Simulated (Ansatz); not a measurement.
# Al2O2 monolayer in a perpendicular field, part 3 of 3

Wanted: the out-of-plane response of the Al2O2 monolayer. A positive field points along +c.

Ansatz 0.2.0; plane-wave DFT, PBE-D3(BJ), Ansatz PAW.

So far. Step 7 (Single point, field -0.3 V/Å): The dipole is -0.0597 e·Å, and the gap 1.273 eV.

## 8. Response, atoms held (continued)

Local field over the applied field, running mean. From the potentials at -0.1 and 0.1 V/Å; running mean over 2.5 Å. Table of local field over applied field by z:

z (Å), local field over applied field and a bar from the least value:
```
      4.5      1.000 ##############################
      5.0      0.999 ##############################
      5.5      0.996 ##############################
      6.0      0.988 ##############################
      6.5      0.963 #############################
      7.0      0.899 ##########################
      7.5      0.775 ######################
      8.0      0.623 #################
      8.5      0.467 ###########
      9.0      0.340 #######
      9.5      0.231 ###
     10.0      0.165 #
     10.5      0.150 
     11.0      0.163 
     11.5      0.149 
     12.0      0.169 #
     12.5      0.243 ###
     13.0      0.354 #######
     13.5      0.484 ############
     14.0      0.642 #################
     14.5      0.792 #######################
     15.0      0.909 ###########################
     15.5      0.968 #############################
     16.0      0.990 ##############################
     16.5      0.997 ##############################
     17.0      0.999 ##############################
     17.5      1.000 ##############################
```

The induced electron density oscillates, so the rows of the table below give means over windows of 0.5 Å about each position, cut where the curve ends. Its maxima inside the range that stand out by 2 % of the span (Å: e/Å³ per V/Å): 8.34: 0.00382, 9.21: 0.00139, 10.53: 0.00211, 12.29: 0.00147, 13.02: -6.0e-4. Its minima: 8.92: 6.0e-4, 9.65: -0.00147, 11.41: -0.00211, 12.73: -0.00139, 13.60: -0.00382.

Electrons, planar mean, per unit field. Induced electron density against z; means over each step:

```csv
z (Å),induced electron density (e/Å³ per V/Å)
4.5,1.3e-6
5.0,4.4e-6
5.5,1.6e-5
6.0,5.2e-5
6.5,1.7e-4
7.0,5.2e-4
7.5,0.00140
8.0,0.00307
8.5,0.00286
9.0,0.00102
9.5,-5.0e-4
10.0,-1.1e-5
10.5,0.00184
11.0,-1.5e-4
11.5,-0.00183
12.0,3.2e-4
12.5,2.1e-4
13.0,-0.00108
13.5,-0.00313
14.0,-0.00285
14.5,-0.00127
15.0,-4.5e-4
15.5,-1.5e-4
16.0,-4.6e-5
16.5,-1.3e-5
17.0,-3.8e-6
17.5,-1.1e-6
```

The smaller of the gaps on the path and on the k-mesh, counted as 0 under 0.03 eV. The gap stays at 1.27 eV for applied field from -0.3 to 0.5 V/Å.

By hand: between -0.1 and 0.1 V/Å the dipole changes by 0.03981 e·Å, a slope of 0.1991 e·Å²/V. A perfect conductor of thickness t has p = ε₀AEt, so t = 180.95 × 0.1991 / 7.548 = 4.77 Å (e/ε₀ = 180.95 V·Å, A in Å²).

The induced dipole is that of a conductor 4.77 Å thick.

## 9. The same run with other settings

This step: plane-wave DFT, PBE-D3(BJ), Ansatz PAW (Ansatz 0.2.0).

An input spoilt on purpose, to show how the run answers: it repeats the earlier run at 0.1 V/Å with basis.ecutwfc to 520 ev, and scf.max_iter set to 100.

input.yaml reads:

```yaml
crystal:
  lattice:
    - [2.9521817129, 0.0, 0.0]
    - [-1.4760908564, 2.5566643599, 0.0]
    - [0.0, 0.0, 21.940141493]
  atoms:
    - { symbol: O, position: [0.3333333333, 0.6666666667, 0.4102070173] }
    - { symbol: Al, position: [0.0, 0.0, 0.440581939] }
    - { symbol: Al, position: [0.0, 0.0, 0.559418061] }
    - { symbol: O, position: [0.3333333333, 0.6666666667, 0.5897929827] }
kpoints:
  mp_grid: { grid: [18, 18, 1] }
  band_path:
    path: [[0, 0, 0], [0.5, 0, 0], [0.33333333, 0.33333333, 0], [0, 0, 0]]
    npoints: 16
hamiltonian:
  xc: pbe
  dispersion: d3bj
scf:
  occupations: { method: fermi_dirac, width: 0.02585 }
  convergence: { dr2_threshold: 1.0e-10 }
  max_iter: 100
efield:
  axis: 3
  dipole_correction: true
  ramp_position: 0.97
  ramp_width: 0.06
  amplitude: 0.1
output:
  write_potential: true
  write_density: true
  volumetric_format: npy
basis:
  ecutwfc: "520 ev"
```

The run is started by

```bash
$ ansatz run input.yaml --threads 2 --pin off --max-ram 3072MiB --backend cpu --events-out ev --progress --plain --runs-dir out
```

Output:

```text
Error: YAML parse error: error: line 34 column 12: unknown unit factor `ev` — a unit is read by its exact case: `eV` is a unit here, `ev` is not
  --> <input>:34:12
   |
32 |   volumetric_format: npy
33 | basis:
34 |   ecutwfc: "520 ev"
   |            ^ unknown unit factor `ev` — a unit is read by its exact case: `eV` is a unit here, `ev` is not
```

It took 0.02 s on 2 threads of Arm Neoverse N1, shared host; peak memory 0.05 GiB.

The input was rejected at the start.

The program's message: “Error: YAML parse error: error: line 34 column 12: unknown unit factor `ev` — a unit is read by its exact case: `eV` is a unit here, `ev` is not”

The fault put into the input: a cutoff in the wrong unit.

## 10. The same run with other settings

An input spoilt on purpose, to show how the run answers: it repeats the earlier run at 0.1 V/Å with crystal.atoms[0].spin to 2.0, and scf.max_iter set to 50.

input.yaml, as its differences from that of step 9:

```diff
@@ -6,3 +6,3 @@
   atoms:
-    - { symbol: O, position: [0.3333333333, 0.6666666667, 0.4102070173] }
+    - { symbol: O, position: [0.3333333333, 0.6666666667, 0.4102070173], spin: 2.0 }
     - { symbol: Al, position: [0.0, 0.0, 0.440581939] }
@@ -21,3 +21,3 @@
   convergence: { dr2_threshold: 1.0e-10 }
-  max_iter: 100
+  max_iter: 50
 efield:
@@ -32,3 +32 @@
   volumetric_format: npy
-basis:
-  ecutwfc: "520 ev"
```

Output:

```text
Error: inconsistent input (magnetization.spin_polarized): false but per-atom `spin:`, `per_species`, `initial_magnetization`, `magnetic_field`, or `spin_locking` is set
```

It took 0.02 s on 2 threads; peak memory 0.05 GiB.

The input was rejected at the start.

The program's message: “Error: inconsistent input (magnetization.spin_polarized): false but per-atom `spin:`, `per_species`, `initial_magnetization`, `magnetic_field`, or `spin_locking` is set”

The fault put into the input: a moment without spin polarisation.

## 11. Summary of results

```yaml
gap_without_field: 1.27 eV
ionisation_energy_upper_face: 4.94 eV
electron_affinity_upper_face: 3.67 eV
equivalent_conductor_thickness_atoms_held: 4.77 Å
```

The induced dipole equals that of a perfect conductor 4.77 Å thick, while the outer atoms lie 3.94 Å apart; an out-of-plane ε follows only once a thickness t is chosen, by 1 − 1/ε = 4.77 Å / t. The gap stays within 0.01 eV of 1.27 eV over the fields run, up to 0.5 V/Å in size. Semilocal functionals give gaps that are too small, and excitons are not included.

[Logs are printed without paths, hosts, clocks, repeated set-up lines and the standing remarks that a program may print on its own settings, such as how far it seeks lower states.]

[Hosts, paths, dates, database ids (printed as entryN), source tags and the programs' standing remarks are cut or masked in the printed files.]

[Maps of the electrostatic potential energy from Ansatz leave out the sawtooth potential of an applied field or a dipole correction, so their vacuum need not be flat; planar profiles and work functions include it.]
